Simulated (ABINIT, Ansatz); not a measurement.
# Converging GW for LiHS (Ama2) in ABINIT, part 2 of 2

Aim: raise bands and screening cutoff together for LiHS (Ama2) and follow gap and time.

ABINIT 10.8.3; PBEsol and many-body steps on it, plane waves. Known limits of the many-body steps: not at the basis limit; coarse k mesh.

So far. Step 3 (Screening, 2×2×2 mesh, 29 bands, screening to 62.6 eV): Local fields lower ε∞ by 19 %. On a Γ-centred mesh this coarse the value itself is usually too large, while a short band sum pulls it down. Step 4 (29 bands, 62.6 eV): The gap on the mesh goes from 3.33 eV to 5.43 eV, a correction of +2.10 eV.

### Step 6. 73 bands, 114.3 eV

This step: G0W0 on PBEsol, plane waves, norm-conserving pseudopotentials.

The input, run.abi:

```
acell 3*1.0 Angstrom
rprim 
  6.156870000000 0.000000000000 0.000000000000
  0.000000000000 2.809205000000 2.757390000000
  0.000000000000 -2.809205000000 2.757390000000
ntypat 3
znucl 3 1 16
natom 6
typat 1 1 2 2 3 3
xred 
  0.500000000000 0.501660000000 0.501660000000
  0.000000000000 0.501660000000 0.501660000000
  0.250000000000 0.133090000000 0.983490000000
  0.750000000000 0.983490000000 0.133090000000
  0.750000000000 0.998760000000 0.475340000000
  0.250000000000 0.475340000000 0.998760000000
pp_dirpath "pseudos"
pseudos "Li.upf, H.upf, S.upf"
ecut 33
ngkpt 2 2 2
nshiftk 1
shiftk 0 0 0
kptopt 1
chksymbreak 0
istwfk *1
occopt 1
irdwfk 1
optdriver 4
nband 73
gwcalctyp 0
ecutsigx 33
symsigma 1
nkptgw 1
kptgw 
  0.0000000000 0.0000000000 0.0000000000
bdgw 
  9 12
ecuteps 4.2
irdscr 1
ppmodel 1
indata_prefix "in"
outdata_prefix "out"
tmpdata_prefix "tmp"
```

Launch:

```sh
> OMP_NUM_THREADS=1 mpirun -n 4 abinit run.abi > log
```

Numbers of over 12 decimals in the logs are rounded to 6 here.

The log of the run:

```text
.Version 10.8.3 of ABINIT. v10.8.2 released Aug 2026.

 Symmetries : space group Am a 2 (# 40); Bravais oC (1-face-center ortho.)
[... echo of the input left out ...]
== DATASET  1 ==================================================================
-   mpi_nproc: 4, omp_nthreads: 1 (-1 if OMP is not activated)

--- !DatasetInfo
iteration_state: {dtset: 1, }
dimensions: {natom: 6, nkpt: 6, mband: 73, nsppol: 1, nspinor: 1, nspden: 1, mpw: 5848, }
cutoff_energies: {ecut:  33.0, pawecutdg:  -1.0, }
electrons: {nelect:   2.00000000E+01, charge:   0.00000000E+00, occopt:   1.00000000E+00, tsmear:   1.00000000E-02, }

 SIGMA: Calculation of the GW corrections

 Based on a program developped by R.W. Godby, V. Olevano, G. Onida, and L. Reining.
 Incorporated in ABINIT by V. Olevano, G.-M. Rignanese, and M. Torrent.
.Using double precision arithmetic ; gwpc =  8

[... cell and pseudopotentials left out ...]
--------------------------------------------------------------------------------

 ==== K-mesh for the wavefunctions ====
 Number of points in the irreducible wedge :     6
[... list of points left out ...]
 Together with  4 symmetry operations and time-reversal symmetry
 yields     8 points in the full Brillouin Zone.

 ==== Q-mesh for screening function ====
 Number of points in the irreducible wedge :     6
[... list of points left out ...]
 Together with  4 symmetry operations and time-reversal symmetry
 yields     8 points in the full Brillouin Zone.

 vcoul_init : cutoff-mode = AUXILIARY_FUNCTION
 q-points for optical limit:   1
     1)      0.000010    0.000020    0.000030
 setmesh: FFT mesh size selected  =    64x   40x   40
          total number of points  =       102400

 Number of electrons calculated from density =   20.0000; Expected =   20.0000
[...]
number of k-points in IBZ                           6
 number of q-points in IBZ                           6
 number of symmetry operations                       4
 number of k-points in BZ                            8
 number of q-points in BZ                            8
 number of frequencies for dSigma/dE                 9
 frequency step for dSigma/dE [eV]                0.25
 number of omega for Sigma on real axis              0
 max omega for Sigma on real axis  [eV]           0.00
 zcut for avoiding poles [eV]                     0.10

 EPSILON^-1 parameters (SCR file):
 dimension of the eps^-1 matrix on file            283
 dimension of the eps^-1 matrix used               283
 number of plane-waves for wavefunctions          5839
 number of bands                                    73
 number of q-points in IBZ                           6
 number of frequencies                               2
 number of real frequencies                          1
 number of imag frequencies                          1

 matrix elements of self-energy operator (all in [eV])

 Perturbative Calculation

--- !SelfEnergy_ee
iteration_state: {dtset: 1, }
kpoint     : [   0.000,    0.000,    0.000, ]
spin       : 1
KS_gap     :    3.330
QP_gap     :    5.473
Delta_QP_KS:    2.143
data: !SigmaeeData |
     Band     E0 <VxcDFT>   SigX SigC(E0)      Z dSigC/dE  Sig(E)    E-E0       E
        9  -0.707 -12.411 -15.817   2.119   0.794  -0.259 -13.434  -1.023  -1.730
       10  -0.122 -12.727 -15.736   1.898   0.797  -0.255 -13.612  -0.885  -1.007
       11   3.208  -8.834  -4.303  -3.009   0.827  -0.209  -7.575   1.258   4.466
       12   3.571  -8.614  -4.145  -2.917   0.827  -0.209  -7.330   1.285   4.856

== END DATASET(S) ==============================================================
================================================================================

 -outvars: echo values of variables after computation  --------
           etotal      0.0000000000E+00
            nband          73
             nkpt           6
          spgroup          40
 [... the other variables as echoed above ...]

 Calculation completed.
```

The job ended after 6.7 s (4 MPI ranks of Arm Neoverse N1, shared host; peak memory 0.76 GiB; 26 s of CPU time).

Numbers from this step:

```yaml
g0w0_gap_on_the_points_computed: 5.473 eV
starting_gap_on_the_mesh: 3.330 eV
k_of_the_valence_top: 0, 0, 0
k_of_the_conduction_bottom: 0, 0, 0
z_at_the_valence_top: 0.797
z_at_the_conduction_bottom: 0.827
least_direct_g0w0_gap_on_the_computed_points: 5.473 eV
```

Against G0W0 in ABINIT (2×2×2 mesh, 29 bands, screening to 62.6 eV, Godby-Needs plasmon pole), the gap moves by +0.041 eV.

### Step 7. Screening, 2×2×2 mesh, 164 bands, screening to 176.9 eV

This step: RPA screening on PBEsol, plane waves, norm-conserving pseudopotentials.

Edit run.abi of step 6 so:

```diff
@@ -27,15 +27,8 @@
 irdwfk 1
-optdriver 4
-nband 73
-gwcalctyp 0
-ecutsigx 33
-symsigma 1
-nkptgw 1
-kptgw 
-  0.0000000000 0.0000000000 0.0000000000
-bdgw 
-  9 12
-ecuteps 4.2
-irdscr 1
-ppmodel 1
+optdriver 3
+nband 164
+ecuteps 6.5
+inclvkb 2
+awtr 1
+symchi 1
 indata_prefix "in"
```

The log of the run:

```text
.Version 10.8.3 of ABINIT. v10.8.2 released Aug 2026.

 Symmetries : space group Am a 2 (# 40); Bravais oC (1-face-center ortho.)
[... echo of the input left out ...]
== DATASET  1 ==================================================================
-   mpi_nproc: 4, omp_nthreads: 1 (-1 if OMP is not activated)

--- !DatasetInfo
iteration_state: {dtset: 1, }
dimensions: {natom: 6, nkpt: 6, mband: 164, nsppol: 1, nspinor: 1, nspden: 1, mpw: 5848, }
cutoff_energies: {ecut:  33.0, pawecutdg:  -1.0, }
[...]
--------------------------------------------------------------------------------
[... chi0 elements left out ...]
 For q-point:  0.000010 0.000020 0.000030
  dielectric constant =   3.7306
  dielectric constant without local fields =   4.6207

  Average fulfillment of the sum rule on Im[epsilon] for q-point    1 :     78.14  [%]
[... wings left out ...]
  q-point number  2        q = ( 0.500000, 0.000000, 0.000000) [r.l.u.]
--------------------------------------------------------------------------------
[... chi0 elements left out ...]
  Average fulfillment of the sum rule on Im[epsilon] for q-point    2 :     82.67  [%]

 [... 4 further q-points ...]
```

Elapsed: 46 s, on 4 MPI ranks; peak memory 1.3 GiB; 3.1 min of CPU time.

Numbers from this step:

| Quantity | Value |
| --- | --- |
| ε∞ with local fields, on this mesh, along the program's q direction | 3.731 |
| the same without local fields | 4.621 |
| plasma frequency | 17.00 eV |
| plane waves in the screening matrix | 503 |

### Step 8. 164 bands, 176.9 eV

This step: G0W0 on PBEsol, plane waves, norm-conserving pseudopotentials.

Edit run.abi of step 7 so:

```diff
@@ -27,8 +27,15 @@
 irdwfk 1
-optdriver 3
+optdriver 4
 nband 164
+gwcalctyp 0
+ecutsigx 33
+symsigma 1
+nkptgw 1
+kptgw 
+  0.0000000000 0.0000000000 0.0000000000
+bdgw 
+  9 12
 ecuteps 6.5
-inclvkb 2
-awtr 1
-symchi 1
+irdscr 1
+ppmodel 1
 indata_prefix "in"
```

The log of the run:

```text
.Version 10.8.3 of ABINIT. v10.8.2 released Aug 2026.

 Symmetries : space group Am a 2 (# 40); Bravais oC (1-face-center ortho.)
[... echo of the input left out ...]
== DATASET  1 ==================================================================
-   mpi_nproc: 4, omp_nthreads: 1 (-1 if OMP is not activated)

--- !DatasetInfo
iteration_state: {dtset: 1, }
dimensions: {natom: 6, nkpt: 6, mband: 164, nsppol: 1, nspinor: 1, nspden: 1, mpw: 5848, }
cutoff_energies: {ecut:  33.0, pawecutdg:  -1.0, }
[...]
10  -0.122 -12.727 -15.736   1.529   0.793  -0.260 -13.901  -1.174  -1.296
       11   3.208  -8.834  -4.303  -3.262   0.825  -0.212  -7.787   1.046   4.254
       12   3.571  -8.614  -4.145  -3.163   0.826  -0.211  -7.535   1.079   4.650

== END DATASET(S) ==============================================================
================================================================================

 -outvars: echo values of variables after computation  --------
           etotal      0.0000000000E+00
            nband         164
             nkpt           6
          spgroup          40
 [... the other variables as echoed above ...]

 Calculation completed.
```

Run time: 24 s. Hardware: 4 MPI ranks; peak memory 1.3 GiB; 96 s of CPU time.

Numbers from this step:

| Quantity | Value |
| --- | --- |
| G0W0 gap on the points computed | 5.55 eV |
| starting gap on the mesh | 3.330 eV |
| k of the valence top | 0, 0, 0 |
| k of the conduction bottom | 0, 0, 0 |
| least direct G0W0 gap on the computed points | 5.55 eV |

Against G0W0 in ABINIT (2×2×2 mesh, 73 bands, screening to 114.3 eV, Godby-Needs plasmon pole), the gap moves by +0.077 eV.

### Step 9. The runs together

Times are wall times on 4 MPI ranks of Arm Neoverse N1, shared host, good to a factor of about two. A run's time includes the screening step that it read.

| run | mesh | bands | screening cutoff (eV) | DFT gap (eV) | gap on the mesh (eV) | direct (eV) | ε∞ used | time |
| --- | --- | --- | --- | --- | --- | --- | --- | --- |
| 29 bands, 62.6 eV | 2×2×2 | 29 | 62.6 | 3.330 | 5.432 | 5.432 | 3.71 | 9.7 s |
| 73 bands, 114.3 eV | 2×2×2 | 73 | 114.3 | 3.330 | 5.473 | 5.473 | 3.73 | 23 s |
| 164 bands, 176.9 eV | 2×2×2 | 164 | 176.9 | 3.330 | 5.550 | 5.550 | 3.73 | 70 s |

### Step 10. What came out

```
29 bands, 62.6 eV   : 5.432 eV
73 bands, 114.3 eV  : 5.473 eV
164 bands, 176.9 eV : 5.550 eV
known limits        : not at the basis limit; coarse k mesh
```

**Reading.** From the first rung to the last the gap moves by +0.12 eV for 7.2 times the time. The steps are not yet shrinking, so no limit is drawn. In the first G0W0 run levels were corrected at 1 k point alone, so a gap called «on the mesh» is the least over those, and an edge elsewhere would be missed. The 2×2×2 mesh is coarse for this cell, which bears on the long-range parts of exchange and screening.

[Paths, hosts, dates, memory and timing lines, banners, echoed tables and standing remarks are left out of the program output.]

[Logs are printed without paths, hosts, clocks, repeated set-up lines and the standing remarks that a program may print on its own settings, such as how far it seeks lower states.]

[Runs of the session that timed out or met a known fault of the program may be left out.]

[No measured gap is set beside runs whose start may be inverted or whose files or cutoffs have a known fault.]

[Hosts, paths, dates, database ids (printed as entryN), source tags and the programs' standing remarks are cut or masked in the printed files.]

[G0W0 gaps are taken among the corrected bands and points alone; a level outside them can change the order at an edge.]

[Where Ansatz stands beside ABINIT at settings called matched, ABINIT's density can come from a denser mesh and the files from another edition; pairs whose starting gaps differed by over 0.03 eV were left out, so agreement reads better than it is.]
